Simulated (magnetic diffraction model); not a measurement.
**K2Cu3Ge5S14 below its ordering temperature**

Space group P-1 (no. 2), a = 7.4270 Å, b = 8.7530 Å, c = 9.3840 Å, α = 79.78°, β = 71.17°, γ = 78.74°.

```
site  atom       x       y       z
  1d    Ge     1/2       0       0
  2i    Ge  0.2107  0.2537  0.3201
  2i    Ge  0.8237  0.2688  0.6967
  2i    Cu  0.6562  0.9711  0.3366
  1a    Cu       0       0       0
  2i     K  0.2795  0.5160  0.8384
  2i     S  0.3153  0.9034  0.9014
  2i     S  0.7389  0.4964  0.7711
  2i     S  0.5743  0.1657  0.7750
  2i     S  0.7606  0.8203  0.8874
  2i     S  0.9503  0.8136  0.2184
  2i     S  0.0731  0.7244  0.5397
  2i     S  0.4039  0.1547  0.4403
```

This is a made-up structure (elements placed in a structure type, unrelaxed), so the numbers test the method and describe no known phase.

Only Cu is taken to order (form factors of Cu2+); orders and moment sizes are assumed, and not adapted to the symmetry. Radiation: neutrons of λ = 2.41 Å, 2° to 35°; isotropic B of 0.36 Å² (Ge), 0.27 Å² (Cu), 0.3 Å² (K) and 0.4 Å² (S). The intensities are simulated: I ∝ L Σ (|F_N|² + |F_M⊥|²) for unpolarised neutrons, with F_M = 2.695 fm/μB × Σ f(s) S exp(2πi Q·r) exp(−B s²) at Q = H ± k (one set where k and −k are equivalent), only the part normal to Q counting and L = 1/(sin²θ cos θ). For a modulated order the moment at position r is S exp(−2πi k·r) + c.c., with S = m/2 for a sine wave of amplitude m and S = m(u + iv)/2 for moments turning in a plane, u and v being orthogonal unit vectors in it; the phase factor of the sum at Q = H + k is then exp(2πi H·r). Form factors are spin-only for 3d ions and dipole or tabulated for f ions, scattering lengths are Sears's of 1992, and absorption is left out. A label names one of the reflections at its angle. The strongest nuclear line in the range is 100, and lines under 0.2 are left out.

Above the ordering temperature:

```csv
2θ (°),index,I
16.26,(0 1 0),100.0
21.23,(0 1 1),10.5
21.44,(1 0 1),29.3
23.81,(1 1 1),30.2
23.88,(1 1 0),17.2
24.07,(0 1 -1),1.1
27.70,(1 -1 0),3.3
29.05,(1 0 -1),9.0
29.92,(1 -1 1),5.8
31.74,(0 0 2),14.5
32.12,(1 0 2),3.9
32.80,(1 1 2),5.2
32.87,(0 2 0),0.7
32.94,(1 1 -1),1.0
33.95,(0 1 2),9.2
33.98,(-1 1 1),0.4
34.75,(0 2 1),29.4
```

Below it (cell unchanged):

```tsv
2θ (°)	I
3.92	3.2
11.77	1.4
16.26	100.0
18.90	0.4
19.15	1.0
19.68	0.5
21.23	10.5
21.28	0.5
21.44	29.3
21.49	0.8
22.85	0.7
23.81	30.2
23.88	17.2
24.01	0.2
24.07	1.1
25.49	0.6
26.15	0.4
27.17	0.3
27.41	0.3
27.68	0.2
27.70	3.3
28.56	0.3
28.96	0.2
29.05	9.0
29.92	5.8
30.44	0.2
31.74	14.5
31.76	0.3
32.12	3.9
32.21	0.2
32.80	5.2
32.87	0.7
32.94	1.0
33.95	9.2
33.98	0.4
34.75	29.4
```

**Question.** Find the propagation vector, then choose among these models:
A. a sine wave with moments along [001] (amplitudes given), 0.93 μB on Cu; signs + at (0.6562, 0.9711, 0.3366), − at (0, 0, 0), + at (0.3438, 0.0289, 0.6634)
B. moments turning in the plane of [001] and [100], 0.93 μB on Cu; signs + at (0.6562, 0.9711, 0.3366), − at (0, 0, 0), + at (0.3438, 0.0289, 0.6634)
C. a sine wave with moments along [010] (amplitudes given), 0.93 μB on Cu; signs + at (0.6562, 0.9711, 0.3366), − at (0, 0, 0), + at (0.3438, 0.0289, 0.6634)
D. moments turning in the plane of [001] and [010], 0.93 μB on Cu; signs + at (0.6562, 0.9711, 0.3366), − at (0, 0, 0), + at (0.3438, 0.0289, 0.6634)

The new lines index as (0 0 1/4) at 3.92°, (0 0 3/4) at 11.77°, (0 1 3/4) at 18.90° and (1 0 1/4) at 19.15°, that is as H ± k with k = (0 0 1/4). Satellites come in pairs about each point of the reciprocal lattice.

Magnetic intensity, observed (below minus above) and for each model:

| 2θ (°) | index | observed | A | B | C | D |
| --- | --- | --- | --- | --- | --- | --- |
| 3.92 | (0 0 1/4) | 3.2 | 0.3 | 3.0 | 2.9 | 3.2 |
| 11.77 | (0 0 3/4) | 1.4 | <0.2 | 1.3 | 1.3 | 1.4 |
| 18.90 | (0 1 3/4) | 0.4 | 0.2 | 0.6 | <0.2 | 0.4 |
| 19.15 | (1 0 1/4) | 1.0 | 0.5 | 0.5 | 0.5 | 1.0 |
| 21.28 | (0 1 -3/4) | 0.5 | 0.4 | 0.8 | 0.2 | 0.5 |
| 21.49 | (1 0 -1/4) | 0.8 | 0.4 | 0.4 | 0.4 | 0.8 |
| 22.85 | (1 1 1/4) | 0.7 | 0.4 | 0.6 | 0.2 | 0.7 |
| 25.49 | (1 1 -1/4) | 0.6 | 0.3 | 0.5 | 0.2 | 0.6 |

Model D matches.

The structure used: k = (0 0 1/4), moments turning in the plane of [001] and [010], 0.93 μB on Cu; signs + at (0.6562, 0.9711, 0.3366), − at (0, 0, 0), + at (0.3438, 0.0289, 0.6634).

[Logs are printed without paths, hosts, clocks, repeated set-up lines and the standing remarks that a program may print on its own settings, such as how far it seeks lower states.]
